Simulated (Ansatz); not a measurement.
**SiO2 (Cristobalite): converging the G0W0 gap**

Aim: see how the G0W0 gap of SiO2 (Cristobalite) on PBE moves with empty bands and screening cutoff, and what each rung costs.

Main program and level: Ansatz 0.2.0; G0W0 on PBE, plane waves, PAW; PAW set soft_1.

The database entry behind the starting cell lists a temperature of 340 K, so it need not match the best structure at ambient conditions.

**1. The structure**

It takes space group P4_12_12 (No. 92, tetragonal). The conventional cell has a = 4.982 Å, b = 4.982 Å, c = 6.963 Å, α = 90.00°, β = 90.00°, γ = 90.00°. Nearest to Si lie 4 O at 1.60 to 1.61 Å. Nearest to O lie 2 Si at 1.60 to 1.61 Å. Farther neighbours and most contacts between anions are not listed.

The cell and positions come from the Crystallography Open Database and are kept as given unless a step says otherwise.

**2. 155 empty bands, screening to 54 eV**

G0W0 replaces the xc potential by the self-energy, built once from these orbitals. Only a window of levels is corrected, while the sums run over the empty bands that the input names. This step takes PAW set soft_1 files.

Input file input.yaml:

```yaml
crystal:
  lattice:
    - [4.982, 0.0, 0.0]
    - [0.0, 4.982, 0.0]
    - [0.0, 0.0, 6.963]
  atoms:
    - { symbol: Si, position: [0.29897, 0.29897, 0.0] }
    - { symbol: Si, position: [0.20103, 0.79897, 0.25] }
    - { symbol: Si, position: [0.70103, 0.70103, 0.5] }
    - { symbol: Si, position: [0.79897, 0.20103, 0.75] }
    - { symbol: O, position: [0.23989, 0.10347, 0.17813] }
    - { symbol: O, position: [0.39653, 0.73989, 0.42813] }
    - { symbol: O, position: [0.76011, 0.89653, 0.67813] }
    - { symbol: O, position: [0.60347, 0.26011, 0.92813] }
    - { symbol: O, position: [0.73989, 0.39653, 0.57187] }
    - { symbol: O, position: [0.89653, 0.76011, 0.32187] }
    - { symbol: O, position: [0.26011, 0.60347, 0.07187] }
    - { symbol: O, position: [0.10347, 0.23989, 0.82187] }
kpoints:
  mp_grid: { grid: [4, 4, 2] }
hamiltonian:
  xc: pbe
  pseudopotentials: { kind: paw, azcp: { folder: soft_1 } }
scf:
  occupations: { method: fixed }
gw:
  n_empty_bands: 155
  ecut_chi: 54
  qp_bands: [v4, c4]
  qp_kpoints: band_edges
  screening: { model: contour_deformation }
```

Started as:

```console
$ ansatz run input.yaml --threads 3 --pin off --max-ram 92160MiB --backend cuda --events-out ev --progress --plain --runs-dir out --devices 1 --max-vram 13GiB
```

Numbers of over 12 decimals in the logs are rounded to 6 here.

What it wrote:

```text
GPUs: using 1 of 1 available (devices: 1).
Engine: ansatz 0.2.0, x86_64-unknown-linux-gnu
Pseudopotentials: kind: paw
Pseudopotential: Si, paw, valence charge 4, recommended cutoff 420 eV (normal), soft_1/Si.paw.azcp
Pseudopotential: O, paw, valence charge 6, recommended cutoff 420 eV (normal), soft_1/O.paw.azcp
Functional definition: PBE
  parameter kappa = 0.804
  parameter beta = 0.066725
  exchange = pbe_x(kappa = kappa, mu = beta*pi^2/3)
  correlation = pbe_c(beta = beta)
device memory: the entry about to start is reckoned to put 2.5 GiB on a device that reports 43.8 GiB free (of which the cap on the GPU budget leaves the run 13.0 GiB)
GPU FFT provider: cuFFT
GPU libraries: cuBLAS 13.8.2, cuFFT 12.4.0, cuSOLVER 12.3.4
Crystal: 12 atoms, lattice volume = 172.824 Å³
Basis set: ecut = 420 eV, 3387 PW (Γ)
Bands: 44, of which v1, the nominal top of the filled ones, is band 32 counted from 1 (31 counted from 0)
Symmetry: 8 space group operations
Space group: P41212 (ITA 92), of the structure as read, at distance tolerance 5.6e-5 Å
k-points: 12 of 32
Non-local potential: Si, projectors of the file, l = 0: 2, l = 1: 2, l = 2: 1
Non-local potential: O, projectors of the file, l = 0: 2, l = 1: 2, l = 2: 1
PAW form: soft (Blöchl's): semilocal exchange-correlation on the pseudo side does not see the compensation charge
PAW one-centre angular grid: Si, 110 points (default); XC on 64 Gauss nodes
PAW one-centre angular grid: O, 110 points (default); XC on 64 Gauss nodes
Initial density: superposition of atomic densities (chi_scale 0.1, normalization cell, long waves kept (reshape's long-wave potential 0.00 eV rms))
Initial wavefunctions: pseudopotential atomic-orbital guess
GPU buffer pool allocated for 62208 grid points (all kernels)
GPU transforms: local potential and band sums: pruned to the plane-wave sphere, on 36×36×48
Functional: x = pbe(κ = 0.804, μ = 0.219515), c = pbe(β = 0.066725)
SCF iter   1: F=—  HF=-7103.495148 eV  |F-HF|=—  |Δ(HF+E_count)|=         —  Δρ=1.28e-1  dr2=2.53e1  ethr=3.10e-3  ⟨swp⟩=4.8  Hψ=2082  notcnv=0  defer=102
preconditioner: auto → Resta (q_TF=auto, 2.312 Å⁻¹)  ε∞=2.5  [insulator: Δε(μ)=7.424 eV  Ē_g=18.184 eV  n_scr=36 (ndim 8)  ℏωp=22.6 eV  f_vac=0.116  ε∞_Penn≈2.5]
SCF iter   2: F=—  HF=-7096.401704 eV  |F-HF|=—  |Δ(HF+E_count)|=    7.09e0  Δρ=4.21e-2  dr2=1.28e0  ethr=3.10e-3  ⟨swp⟩=4.2  Hψ=1423  notcnv=0  defer=111
SCF iter   3: F=—  HF=-7096.291530 eV  |F-HF|=—  |Δ(HF+E_count)|=   1.10e-1  Δρ=2.07e-2  dr2=4.23e-1  ethr=2.01e-3  ⟨swp⟩=2.0  Hψ=490  notcnv=0  defer=114
SCF iter   4: F=—  HF=-7096.298969 eV  |F-HF|=—  |Δ(HF+E_count)|=   7.44e-3  Δρ=1.56e-3  dr2=3.55e-3  ethr=6.60e-4  ⟨swp⟩=3.0  Hψ=862  notcnv=0  defer=116
SCF iter   5: F=—  HF=-7096.304263 eV  |F-HF|=—  |Δ(HF+E_count)|=   5.29e-3  Δρ=3.09e-4  dr2=1.43e-4  ethr=5.54e-6  ⟨swp⟩=3.1  Hψ=842  notcnv=0  defer=117
SCF iter   6: F=—  HF=-7096.304363 eV  |F-HF|=—  |Δ(HF+E_count)|=   1.00e-4  Δρ=5.71e-5  dr2=5.75e-6  ethr=2.24e-7  ⟨swp⟩=2.0  Hψ=775  notcnv=0  defer=117
SCF iter   7: F=—  HF=-7096.304376 eV  |F-HF|=—  |Δ(HF+E_count)|=   1.29e-5  Δρ=8.99e-6  dr2=1.44e-7  ethr=8.98e-9  ⟨swp⟩=2.0  Hψ=887  notcnv=0  defer=117
SCF iter   8: F=-7096.304376 eV  HF=-7096.304376 eV  |F-HF|=1.01e-8  |Δ(HF+E_count)|=   3.23e-7  Δρ=2.11e-6  dr2=5.83e-9  ethr=1.56e-10  ⟨swp⟩=14.0  Hψ=2802  notcnv=0
SCF 1 converged in 8 iterations: F = -7096.304376 eV  dr2 = 5.83e-9
  greatest PAW one-centre occupation: 0.861 electrons in one spin orbital (limit 2), on the O atom at site 11 (counted from 0), in its partial waves of l = 0
device memory: the entry about to start is reckoned to put 3.1 GiB (of the 3.1 GiB reckoned in all, the device holds 0.1 GiB already) on a device that reports 41.0 GiB free (of which the cap on the GPU budget leaves the run 13.0 GiB)
NSCF: frozen V_eff on 12 k-points
the band table was solved once the SCF had ended and its energy, with any forces and stress, was formed, with the checks that follow a solve (2347 applications of the Hamiltonian). They found nothing against the state; the energy, forces and stress were not computed again (output.eigenvalues in the input reference)
device memory: the entry about to start is reckoned to put 4.5 GiB on a device that reports 44.8 GiB free (of which the cap on the GPU budget leaves the run 13.0 GiB)
NSCF: frozen V_eff on 12 k-points
G₀W₀ screening: q 1/12
[... further progress lines ...]
SCF converged after 8 iterations
Free energy (F): -7096.304376 eV
Harris-Foulkes:  -7096.304376 eV  (|F-HF|=1.01e-8)
Internal energy: -7096.304376 eV  (E = F + TS)
E sigma→0 (E₀):  -7096.304376 eV
Fermi energy:    1.321772 eV
--- Per-component energies (eV) ---
  E_band       = -359.496827
  E_kinetic    = 1560.303157
  E_local      = -4519.468093  (includes V_loc(G=0)·N_el)
  E_nonlocal   = 508.734157
  E_hartree    = 1694.191799
  E_xc         = -805.090810
  E_vxc        = -930.472462  (∫ρ·V_xc dr)
  E_paw        = -3359.151874  (= ΣΔE_a)
  E_vpaw       = -366.982133  (= ΣTr[D̂ρ^β])
  E_aug_tail   = 0.006701  (compensation charges beyond the density's cutoff)
  E_ewald      = -2175.829413
  E_smearing   = -0.000000  (= −TS)
  E_closure    = -0.000000  (closes the sum)
  Σ components = -7096.304376   (vs F -7096.304376, Δ=0.00e0)
--- Band table (eV; the first three rows and the last of 12) ---
  k-point 0: bands = [... 28 lower, 0.6651, 1.0506, 1.0506, 1.3218, 7.0869, 10.2076, 10.2076, 10.6182, ... 8 higher]
  k-point 1: bands = [... 28 lower, 0.8115, 0.8115, 0.9298, 0.9298, 8.3210, 8.3210, 10.8504, 10.8504, ... 8 higher]
  k-point 2: bands = [... 28 lower, 0.6028, 0.8483, 0.9925, 1.1388, 7.7129, 10.3437, 10.3926, 10.6148, ... 8 higher]
  k-point 11: bands = [... 28 lower, 0.6894, 0.6894, 0.6894, 0.6894, 10.6186, 10.6186, 10.6186, 10.6186, ... 8 higher]
--- G₀W₀: contour deformation, 5 samples at zero and on the imaginary axis and 2 off it, 32 q-points, 155 empty bands' worth ---
  eigenvalues of the whole cell's RPA ε∞ on this k-mesh (on a slab, of 1 + 4πα/V) = 2.1674, 2.1751, 2.1751; static W/v taken at q = 0 is 0.460515
  bands read: the sum over 187 bands ends inside a degenerate multiplet in 9 slots, whose members it reads at an even weight; the widest, k=11: bands 185 to 188 (counted from 1) at 3/4 each
  gw.qp_kpoints: band_edges: 11 of 12 stored k-points solved, in 1 pass; an edge of the gap read off the rows below is read off those points alone
    valence top: of the k-points left out ik 8 came nearest to being solved in a further pass, in band 32 (counted from 1, as in the quasiparticle table): it holds the edge there only if its correction is more favourable than any solved in that band by at least 0.553 eV; those differ by 0.096 eV
    conduction bottom: of the k-points left out ik 8 came nearest to being solved in a further pass, in band 33 (counted from 1, as in the quasiparticle table): it holds the edge there only if its correction is more favourable than any solved in that band by at least 2.414 eV; those differ by 0.650 eV
    ik  band        ε_KS         Σx   Σc(E_QP)       V_xc       Z   E_QP_lin       E_QP  E_QP is
     0    29      0.6651   -26.5965     4.4238   -20.5681  0.8186    -0.9615    -0.9396  root
     0    30      1.0506   -26.9211     4.4306   -20.9348  0.8189    -0.5252    -0.5050  root
     0    31      1.0506   -26.9211     4.4306   -20.9348  0.8189    -0.5252    -0.5050  root
     0    32      1.3218   -26.8364     4.3856   -20.9303  0.8200    -0.2176    -0.1987  root
     0    33      7.0869    -6.5264    -3.0586   -10.7500  0.8803     8.2588     8.2519  root
     0    34     10.2076    -5.9900    -3.3949   -11.0558  0.8701    11.8956    11.8785  root
     0    35     10.2076    -5.9900    -3.3949   -11.0558  0.8701    11.8956    11.8785  root
     0    36     10.6182    -7.6367    -3.4459   -13.0111  0.8617    12.5714    12.5467  root
     1    29      0.8115   -26.5537     4.4204   -20.5266  0.8185    -0.8171    -0.7952  root
     1    30      0.8115   -26.5537     4.4204   -20.5266  0.8185    -0.8171    -0.7952  root
     1    31      0.9298   -26.5167     4.4111   -20.5137  0.8186    -0.6836    -0.6621  root
     1    32      0.9298   -26.5167     4.4111   -20.5137  0.8186    -0.6836    -0.6621  root
     1    33      8.3210    -7.2158    -3.0359   -11.6182  0.8740     9.6978     9.6875  root
     1    34      8.3210    -7.2158    -3.0359   -11.6182  0.8740     9.6978     9.6875  root
     1    35     10.8504    -6.2751    -3.6106   -11.8172  0.8645    12.8062    12.7819  root
     1    36     10.8504    -6.2751    -3.6106   -11.8172  0.8645    12.8062    12.7819  root
     2    29      0.6028   -26.4714     4.4355   -20.3990  0.8178    -1.0572    -1.0340  root
     2    30      0.8483   -26.7118     4.4326   -20.6914  0.8183    -0.7608    -0.7394  root
     2    31      0.9925   -26.8415     4.4311   -20.8418  0.8188    -0.5965    -0.5759  root
     2    32      1.1388   -26.6034     4.3748   -20.6732  0.8195    -0.4367    -0.4166  root
     2    33      7.7129    -6.8346    -3.0346   -11.1289  0.8772     8.9809     8.9725  root
     2    34     10.3437    -6.0798    -3.4223   -11.2257  0.8689    12.0856    12.0672  root
     2    35     10.3926    -5.9167    -3.2738   -10.7700  0.8709    11.9874    11.9721  root
     2    36     10.6148    -8.8675    -3.5855   -14.5134  0.8577    12.7045    12.6751  root
[...]
11    29      0.6894   -26.4022     4.4165   -20.3696  0.8175    -0.9493    -0.9267  root
    11    30      0.6894   -26.4022     4.4165   -20.3696  0.8175    -0.9493    -0.9267  root
    11    31      0.6894   -26.4022     4.4165   -20.3696  0.8175    -0.9493    -0.9267  root
    11    32      0.6894   -26.4022     4.4165   -20.3696  0.8175    -0.9493    -0.9267  root
    11    33     10.6186    -6.8570    -3.2490   -11.7556  0.8663    12.2860    12.2684  root
    11    34     10.6186    -6.8570    -3.2490   -11.7556  0.8663    12.2860    12.2684  root
    11    35     10.6186    -6.8570    -3.2490   -11.7556  0.8663    12.2860    12.2684  root
    11    36     10.6186    -6.8570    -3.2490   -11.7556  0.8663    12.2860    12.2684  root
```

Elapsed: 18 s, on 1 × NVIDIA H100 80GB HBM3 (shared by 6 runs) with 3 threads of AMD EPYC 7R13 (Zen 3), shared host; peak memory 1.2 GiB.

In the SCF lines HF is the Harris–Foulkes energy and dr2 the Hartree energy of the density residual, in eV; the loop may stop once dr2 is under the threshold and the program's other checks hold. Hψ counts applications of the Hamiltonian.

Numbers from this step:

| Property | Result |
| --- | --- |
| bands summed | 187 |
| RPA ε∞ on this mesh (eigenvalues) | 2.167, 2.175, 2.175 |
| plane waves in the screening matrix | 145 |
| q-points in the mesh | 32 |
| G0W0 gap on the mesh | 8.451 eV |
| k of the valence top | 0, 0, 0 |
| k of the conduction bottom | 0, 0, 0 |
| starting gap on the mesh | 5.765 eV |
| Z at the valence top | 0.8200 |
| Z at the conduction bottom | 0.8803 |
| least direct G0W0 gap on the computed points | 8.451 eV |

The gap on the mesh goes from 5.77 eV to 8.45 eV, a correction of +2.69 eV. Between the two edge states, bare exchange in place of the xc potential would open the gap by 10.13 eV, and correlation takes back 7.44 eV.

**3. 440 empty bands, screening to 108 eV**

Bands and screening cutoff are moved together, since each hides the error of the other.

input.yaml: that of step 2 with these lines changed.

```diff
@@ -26,4 +26,4 @@
 gw:
-  n_empty_bands: 155
-  ecut_chi: 54
+  n_empty_bands: 440
+  ecut_chi: 108
   qp_bands: [v4, c4]
```

What it wrote:

```text
GPUs: using 1 of 1 available (devices: 1).
[...]
GPU FFT provider: cuFFT
GPU libraries: cuBLAS 13.8.2, cuFFT 12.4.0, cuSOLVER 12.3.4
Crystal: 12 atoms, lattice volume = 172.824 Å³
Basis set: ecut = 420 eV, 3387 PW (Γ)
Bands: 44, of which v1, the nominal top of the filled ones, is band 32 counted from 1 (31 counted from 0)
Symmetry: 8 space group operations
[...]
k-points: 12 of 32
[...]
GPU buffer pool allocated for 62208 grid points (all kernels)
[...]
SCF iter   1: F=—  HF=-7103.495148 eV  |F-HF|=—  |Δ(HF+E_count)|=         —  Δρ=1.28e-1  dr2=2.53e1  ethr=3.10e-3  ⟨swp⟩=4.8  Hψ=2082  notcnv=0  defer=102
[...]
SCF iter   8: F=-7096.304376 eV  HF=-7096.304376 eV  |F-HF|=1.01e-8  |Δ(HF+E_count)|=   3.23e-7  Δρ=2.11e-6  dr2=5.83e-9  ethr=1.56e-10  ⟨swp⟩=14.0  Hψ=2802  notcnv=0
SCF 1 converged in 8 iterations: F = -7096.304376 eV  dr2 = 5.83e-9
[...]
NSCF: frozen V_eff on 12 k-points
[...]
G₀W₀ screening: q 1/12
[... further progress lines ...]
SCF converged after 8 iterations
Free energy (F): -7096.304376 eV
[...]
Internal energy: -7096.304376 eV  (E = F + TS)
E sigma→0 (E₀):  -7096.304376 eV
Fermi energy:    1.321772 eV
[...]
--- Band table (eV; the first three rows and the last of 12) ---
  k-point 0: bands = [... 28 lower, 0.6651, 1.0506, 1.0506, 1.3218, 7.0869, 10.2076, 10.2076, 10.6182, ... 8 higher]
  k-point 1: bands = [... 28 lower, 0.8115, 0.8115, 0.9298, 0.9298, 8.3210, 8.3210, 10.8504, 10.8504, ... 8 higher]
  k-point 2: bands = [... 28 lower, 0.6028, 0.8483, 0.9925, 1.1388, 7.7129, 10.3437, 10.3926, 10.6148, ... 8 higher]
  k-point 11: bands = [... 28 lower, 0.6894, 0.6894, 0.6894, 0.6894, 10.6186, 10.6186, 10.6186, 10.6186, ... 8 higher]
[...]
0    29      0.6651   -26.5965     4.2150   -20.5681  0.8104    -1.1760    -1.1484  root
     0    30      1.0506   -26.9211     4.2244   -20.9348  0.8102    -0.7367    -0.7112  root
     0    31      1.0506   -26.9211     4.2244   -20.9348  0.8102    -0.7367    -0.7112  root
     0    32      1.3218   -26.8364     4.1737   -20.9303  0.8110    -0.4348    -0.4106  root
     0    33      7.0869    -6.5264    -3.1188   -10.7500  0.8764     8.1976     8.1916  root
     0    34     10.2076    -5.9900    -3.6214   -11.0558  0.8667    11.6645    11.6520  root
     0    35     10.2076    -5.9900    -3.6214   -11.0558  0.8667    11.6645    11.6520  root
     0    36     10.6182    -7.6367    -3.6871   -13.0111  0.8566    12.3238    12.3055  root
[...]
11    33     10.6186    -6.8570    -3.4345   -11.7556  0.8620    12.0963    12.0828  root
    11    34     10.6186    -6.8570    -3.4345   -11.7556  0.8620    12.0963    12.0828  root
    11    35     10.6186    -6.8570    -3.4345   -11.7556  0.8620    12.0963    12.0828  root
    11    36     10.6186    -6.8570    -3.4345   -11.7556  0.8620    12.0963    12.0828  root
```

The job ended after 29 s (1 × NVIDIA H100 80GB HBM3 (shared by 6 runs) with 3 threads; peak memory 1.8 GiB; 40 s of CPU time).

Numbers from this step:

```yaml
bands_summed: 472
rpa_eps_infinity_on_this_mesh_eigenvalues: 2.160, 2.166, 2.166
plane_waves_in_the_screening_matrix: 451
q_points_in_the_mesh: 32
g0w0_gap_on_the_mesh: 8.602 eV
k_of_the_valence_top: 0, 0, 0
k_of_the_conduction_bottom: 0, 0, 0
starting_gap_on_the_mesh: 5.765 eV
z_at_the_valence_top: 0.8110
z_at_the_conduction_bottom: 0.8764
least_direct_g0w0_gap_on_the_computed_points: 8.602 eV
```

Against the run with 4×4×2 mesh, 155 empty bands, screening to 54 eV, PAW set soft_1 files, the gap moves by +0.15 eV.

**4. 947 empty bands, screening to 180 eV**

input.yaml: that of step 3 with these lines changed.

```diff
@@ -26,4 +26,4 @@
 gw:
-  n_empty_bands: 440
-  ecut_chi: 108
+  n_empty_bands: 947
+  ecut_chi: 180.0
   qp_bands: [v4, c4]
```

What it wrote:

```text
GPUs: using 1 of 1 available (devices: 1).
[...]
GPU FFT provider: cuFFT
GPU libraries: cuBLAS 13.8.2, cuFFT 12.4.0, cuSOLVER 12.3.4
Crystal: 12 atoms, lattice volume = 172.824 Å³
Basis set: ecut = 420 eV, 3387 PW (Γ)
Bands: 44, of which v1, the nominal top of the filled ones, is band 32 counted from 1 (31 counted from 0)
Symmetry: 8 space group operations
[...]
k-points: 12 of 32
[...]
0    36     10.6182    -7.6367    -3.8047   -13.0111  0.8554    12.2033    12.1879  root
[...]
11    33     10.6186    -6.8570    -3.5338   -11.7556  0.8608    11.9950    11.9835  root
    11    34     10.6186    -6.8570    -3.5338   -11.7556  0.8608    11.9950    11.9835  root
    11    35     10.6186    -6.8570    -3.5338   -11.7556  0.8608    11.9950    11.9835  root
    11    36     10.6186    -6.8570    -3.5338   -11.7556  0.8608    11.9950    11.9835  root
[key lines of the parts left out:]
SCF converged after 8 iterations
Free energy (F): -7096.304376 eV
Fermi energy:    1.321772 eV
```

The job ended after 60 s (1 × NVIDIA H100 80GB HBM3 (shared by 6 runs) with 3 threads; peak memory 3.5 GiB).

Numbers from this step:

| Property | Result |
| --- | --- |
| bands summed | 979 |
| RPA ε∞ on this mesh (eigenvalues) | 2.148, 2.154, 2.154 |
| plane waves in the screening matrix | 967 |
| G0W0 gap on the mesh | 8.810 eV |
| k of the valence top | 0, 0, 0 |
| k of the conduction bottom | 0, 0, 0 |
| starting gap on the mesh | 5.765 eV |
| least direct G0W0 gap on the computed points | 8.810 eV |

Against the run with 4×4×2 mesh, 440 empty bands, screening to 108 eV, PAW set soft_1 files, the gap moves by +0.21 eV.

**5. Changing the k mesh: 2×2×2 mesh, 440 empty bands, screening to 108 eV, PAW set soft_1 files**

Only the mesh changes. It samples the long-range screening, which converges on its own terms. Bands and cutoff differ from the step before, so it is read against an earlier run that matches them.

input.yaml: that of step 4 with these lines changed.

```diff
@@ -19,3 +19,3 @@
 kpoints:
-  mp_grid: { grid: [4, 4, 2] }
+  mp_grid: { grid: [2, 2, 2] }
 hamiltonian:
@@ -26,4 +26,4 @@
 gw:
-  n_empty_bands: 947
-  ecut_chi: 180.0
+  n_empty_bands: 440
+  ecut_chi: 108
   qp_bands: [v4, c4]
```

What it wrote:

```text
GPUs: using 1 of 1 available (devices: 1).
[...]
GPU FFT provider: cuFFT
GPU libraries: cuBLAS 13.8.2, cuFFT 12.4.0, cuSOLVER 12.3.4
Crystal: 12 atoms, lattice volume = 172.824 Å³
Basis set: ecut = 420 eV, 3387 PW (Γ)
Bands: 44, of which v1, the nominal top of the filled ones, is band 32 counted from 1 (31 counted from 0)
Symmetry: 8 space group operations
[...]
k-points: 6 of 8
[...]
0    36     10.6186    -7.6022    -3.7181   -13.0101  0.8553    12.3275    12.3084  root
[...]
5    33     10.6196    -6.8457    -3.4521   -11.7547  0.8611    12.0901    12.0766  root
     5    34     10.6196    -6.8457    -3.4521   -11.7547  0.8611    12.0901    12.0766  root
     5    35     10.6196    -6.8457    -3.4521   -11.7547  0.8611    12.0901    12.0766  root
     5    36     10.6196    -6.8457    -3.4521   -11.7547  0.8611    12.0901    12.0766  root
[key lines of the parts left out:]
SCF converged after 8 iterations
Free energy (F): -7096.289235 eV
Fermi energy:    1.323669 eV
```

Elapsed: 14 s, on 1 × NVIDIA H100 80GB HBM3 (shared by 6 runs) with 3 threads; peak memory 1.4 GiB; 13 s of CPU time.

Numbers from this step:

```
bands summed                                 : 472
RPA ε∞ on this mesh (eigenvalues)            : 2.161, 2.186, 2.186
plane waves in the screening matrix          : 451
G0W0 gap on the mesh                         : 8.623 eV
k of the valence top                         : 0, 0, 0
k of the conduction bottom                   : 0, 0, 0
starting gap on the mesh                     : 5.764 eV
least direct G0W0 gap on the computed points : 8.623 eV
```

Against the run with 4×4×2 mesh, 440 empty bands, screening to 108 eV, PAW set soft_1 files, the gap moves by +0.02 eV.

(Continued in part 2 of 2.)

[Paths, hosts, dates, memory and timing lines, banners, echoed tables and standing remarks are left out of the program output.]

[Logs are printed without paths, hosts, clocks, repeated set-up lines and the standing remarks that a program may print on its own settings, such as how far it seeks lower states.]

[Runs of the session that timed out or met a known fault of the program may be left out.]

[Cells called generated may have been cut or substituted from an entry of the Crystallography Open Database or the Materials Project.]

[Hosts, paths, dates, database ids (printed as entryN), source tags and the programs' standing remarks are cut or masked in the printed files.]
